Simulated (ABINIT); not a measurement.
# BaH2 (P6_3/mmc): G0W0 with and without spin-orbit coupling, part 2 of 2

Aim: spinor G0W0 for BaH2 (P6_3/mmc) beside the scalar-relativistic result.

ABINIT 10.8.3; PBEsol and many-body steps on it, plane waves. Known limits of the many-body steps: not at the basis limit; screening head approximate; no spin-orbit coupling in some runs; coarse k mesh.

So far. Step 4 (Scalar-relativistic): The gap on the mesh goes from 1.47 eV to 2.98 eV, a correction of +1.50 eV. Step 5 (Empty states on the mesh, 3×3×2 mesh, 232 bands): On this mesh the gap is 1.450 eV.

**7. With spin-orbit coupling**

This step: G0W0 on PBEsol with spin-orbit coupling, plane waves, norm-conserving pseudopotentials.

run.abi

```
acell 3*1.0 Angstrom
rprim 
  4.462025052349 0.000000000014 0.000000000000
  -2.231012526186 3.864227047650 0.000000000000
  0.000000000000 0.000000000000 6.055292590000
ntypat 2
znucl 56 1
natom 6
typat 1 1 2 2 2 2
xred 
  0.666666666667 0.333333333333 0.750000000000
  0.333333333333 0.666666666667 0.250000000000
  0.333333333333 0.666666666667 0.750000000000
  0.666666666667 0.333333333333 0.250000000000
  -0.000000000000 -0.000000000000 0.500000000000
  -0.000000000000 -0.000000000000 0.000000000000
pp_dirpath "pseudos"
pseudos "Ba.upf, H.upf"
ecut 32
nspinor 2
ngkpt 3 3 2
nshiftk 1
shiftk 0 0 0
kptopt 1
chksymbreak 0
istwfk *1
occopt 1
irdwfk 1
optdriver 4
nband 212
gwcalctyp 0
ecutsigx 32
symsigma 0
nkptgw 2
kptgw 
  0.0000000000 0.0000000000 0.0000000000
  0.3333333333 0.3333333333 0.5000000000
bdgw 
  21 28
  21 28
ecuteps 4.4
irdscr 1
ppmodel 1
indata_prefix "in"
outdata_prefix "out"
tmpdata_prefix "tmp"
```

Launch:

```sh
> OMP_NUM_THREADS=1 mpirun -n 8 abinit run.abi > log
```

Numbers of over 12 decimals in the logs are rounded to 6 here.

Log:

```text
.Version 10.8.3 of ABINIT. v10.8.2 released Aug 2026.

 Symmetries : space group P6_3/m m c (#194); Bravais hP (primitive hexag.)
[... echo of the input left out ...]
== DATASET  1 ==================================================================
-   mpi_nproc: 8, omp_nthreads: 1 (-1 if OMP is not activated)

--- !DatasetInfo
iteration_state: {dtset: 1, }
dimensions: {natom: 6, nkpt: 6, mband: 212, nsppol: 1, nspinor: 2, nspden: 1, mpw: 6126, }
cutoff_energies: {ecut:  32.0, pawecutdg:  -1.0, }
electrons: {nelect:   2.40000000E+01, charge:   0.00000000E+00, occopt:   1.00000000E+00, tsmear:   1.00000000E-02, }

 SIGMA: Calculation of the GW corrections

 Based on a program developped by R.W. Godby, V. Olevano, G. Onida, and L. Reining.
 Incorporated in ABINIT by V. Olevano, G.-M. Rignanese, and M. Torrent.
.Using double precision arithmetic ; gwpc =  8

[... cell and pseudopotentials left out ...]
--------------------------------------------------------------------------------

 ==== K-mesh for the wavefunctions ====
 Number of points in the irreducible wedge :     6
[... list of points left out ...]
 Together with 24 symmetry operations and time-reversal symmetry
 yields    18 points in the full Brillouin Zone.

 ==== Q-mesh for screening function ====
 Number of points in the irreducible wedge :     6
[... list of points left out ...]
 Together with 24 symmetry operations and time-reversal symmetry
 yields    18 points in the full Brillouin Zone.

 vcoul_init : cutoff-mode = AUXILIARY_FUNCTION
 q-points for optical limit:   1
     1)      0.000010    0.000020    0.000030
 setmesh: FFT mesh size selected  =    40x   40x   60
          total number of points  =        96000

 Number of electrons calculated from density =   24.0000; Expected =   24.0000
[...]
number of omega for Sigma on real axis              0
 max omega for Sigma on real axis  [eV]           0.00
 zcut for avoiding poles [eV]                     0.10

 EPSILON^-1 parameters (SCR file):
 dimension of the eps^-1 matrix on file            299
 dimension of the eps^-1 matrix used               299
 number of plane-waves for wavefunctions          6089
 number of bands                                   212
 number of q-points in IBZ                           6
 number of frequencies                               2
 number of real frequencies                          1
 number of imag frequencies                          1

 matrix elements of self-energy operator (all in [eV])

 Perturbative Calculation

--- !SelfEnergy_ee
iteration_state: {dtset: 1, }
kpoint     : [   0.000,    0.000,    0.000, ]
spin       : 1
KS_gap     :    2.675
QP_gap     :    4.249
Delta_QP_KS:    1.574
data: !SigmaeeData |
     Band     E0 <VxcDFT>   SigX SigC(E0)      Z dSigC/dE  Sig(E)    E-E0       E
       21   3.642 -10.593 -13.522   1.902   0.771  -0.298 -11.384  -0.791   2.851
       22   3.642 -10.593 -13.522   1.902   0.771  -0.298 -11.384  -0.791   2.851
       23   4.149 -10.770 -13.520   1.746   0.773  -0.293 -11.546  -0.776   3.374
[...]
--- !SelfEnergy_ee
iteration_state: {dtset: 1, }
kpoint     : [   0.333,    0.333,    0.500, ]
spin       : 1
KS_gap     :    2.911
QP_gap     :    4.476
Delta_QP_KS:    1.565
data: !SigmaeeData |
     Band     E0 <VxcDFT>   SigX SigC(E0)      Z dSigC/dE  Sig(E)    E-E0       E
[...]
27   5.620  -8.691  -4.283  -3.527   0.812  -0.232  -7.976   0.715   6.335
       28   5.620  -8.691  -4.283  -3.527   0.812  -0.232  -7.976   0.715   6.335

== END DATASET(S) ==============================================================
================================================================================

 -outvars: echo values of variables after computation  --------
           etotal      0.0000000000E+00
            nband         212
             nkpt           6
          spgroup         194
 [... the other variables as echoed above ...]

 Calculation completed.
```

Run time: 1.7 min. Hardware: 8 MPI ranks of Intel Xeon Platinum 8259CL at 2.50GHz (Skylake/Cascade Lake), shared host; peak memory 2.4 GiB.

Numbers from this step:

| Item | Value |
| --- | --- |
| G0W0 gap on the points computed | 2.946 eV |
| starting gap on the mesh | 1.450 eV |
| k of the valence top | 0, 0, 0 |
| k of the conduction bottom | 0.3333, 0.3333, 0.5 |
| Z at the valence top | 0.773 |
| Z at the conduction bottom | 0.812 |
| least direct G0W0 gap on the computed points | 4.248 eV |

Against G0W0 in ABINIT (3×3×2 mesh, 106 bands, screening to 119.7 eV, Godby-Needs plasmon pole), the gap moves by −0.031 eV.

**8. Side by side**

Times are wall times on 8 MPI ranks of Intel Xeon Platinum 8259CL at 2.50GHz (Skylake/Cascade Lake), shared host, good to a factor of about two. A run's time includes the screening step that it read.

```
                     run   mesh  bands  screening cutoff (eV)  DFT gap (eV)  gap on the mesh (eV)  direct (eV)  ε∞ used     time
     scalar-relativistic  3×3×2    106                  119.7         1.473                 2.977        4.299     5.74     21 s
with spin-orbit coupling  3×3×2    212                  119.7         1.450                 2.946        4.248     5.79  3.2 min
```

**9. Results**

```
scalar-relativistic      : 2.977 eV
with spin-orbit coupling : 2.946 eV
known limits             : not at the basis limit; screening head approximate; no spin-orbit coupling in some runs; coarse k mesh
```

In words: With spin-orbit coupling: −0.031 eV against scalar-relativistic, −0.024 eV of it in the start. Bands and cutoff are finite, so the gap is not at the basis limit. The miss can reach some tenths of an eV and take either sign; the mesh is an error of its own. In the G0W0 runs levels were corrected at 2 k points alone, so a gap called «on the mesh» is the least over those, and an edge elsewhere would be missed. The 3×3×2 mesh is coarse for this cell, which bears on the long-range parts of exchange and screening. The long-wavelength limit of the screening leaves out the non-local commutator, which shifts ε∞.

[Paths, hosts, dates, memory and timing lines, banners, echoed tables and standing remarks are left out of the program output.]

[Logs are printed without paths, hosts, clocks, repeated set-up lines and the standing remarks that a program may print on its own settings, such as how far it seeks lower states.]

[Runs of the session that timed out or met a known fault of the program may be left out.]

[Hosts, paths, dates, database ids (printed as entryN), source tags and the programs' standing remarks are cut or masked in the printed files.]

[G0W0 gaps are taken among the corrected bands and points alone; a level outside them can change the order at an edge.]

[Where Ansatz stands beside ABINIT at settings called matched, ABINIT's density can come from a denser mesh and the files from another edition; pairs whose starting gaps differed by over 0.03 eV were left out, so agreement reads better than it is.]
